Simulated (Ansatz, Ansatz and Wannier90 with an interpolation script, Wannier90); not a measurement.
An input for Ansatz 0.2.0 (SiO2 (I-42d)):

```yaml
crystal:
  lattice:
    - [-2.37405, 2.37405, 3.744]
    - [2.37405, -2.37405, 3.744]
    - [2.37405, 2.37405, -3.744]
  atoms:
    - { symbol: Si, position: [0.0, 0.0, 0.0] }
    - { symbol: Si, position: [0.75, 0.25, 0.5] }
    - { symbol: O, position: [0.99838, 0.625, 0.87338] }
    - { symbol: O, position: [0.375, 0.24838, 0.37338] }
    - { symbol: O, position: [0.75162, 0.125, 0.12662] }
    - { symbol: O, position: [0.875, 0.00162, 0.62662] }
kpoints:
  mp_grid: { grid: [6, 6, 6] }
hamiltonian:
  xc: lda
scf:
  occupations: { method: fixed }
gw:
  n_empty_bands: 352
  ecut_chi: 150.0
  qp_bands: [v12, c2]
  screening: { model: contour_deformation }
```

```sh
ansatz run input.yaml --threads 8 --pin off --max-ram 18432MiB --backend cpu --events-out ev --progress --plain --runs-dir out
```

How long will it take on 8 threads of Arm Neoverse V2, shared host, and how much memory?

It took 35 min; on shared hardware allow 17 min to 70 min. Peak host memory was 3.3 GiB. The sizes that set the cost: 1637 plane waves a state, 30 irreducible k points, 368 bands summed, 355 plane waves in the screening and 6 SCF cycles.

The screening grows as filled bands × empty bands × pairs of k points, times the square of the screening basis for the matrix.

[Paths, hosts, dates, memory and timing lines, banners, echoed tables and standing remarks are left out of the program output.]

[Logs are printed without paths, hosts, clocks, repeated set-up lines and the standing remarks that a program may print on its own settings, such as how far it seeks lower states.]

[Runs of the session that timed out or met a known fault of the program may be left out.]

[Hosts, paths, dates, database ids (printed as entryN), source tags and the programs' standing remarks are cut or masked in the printed files.]
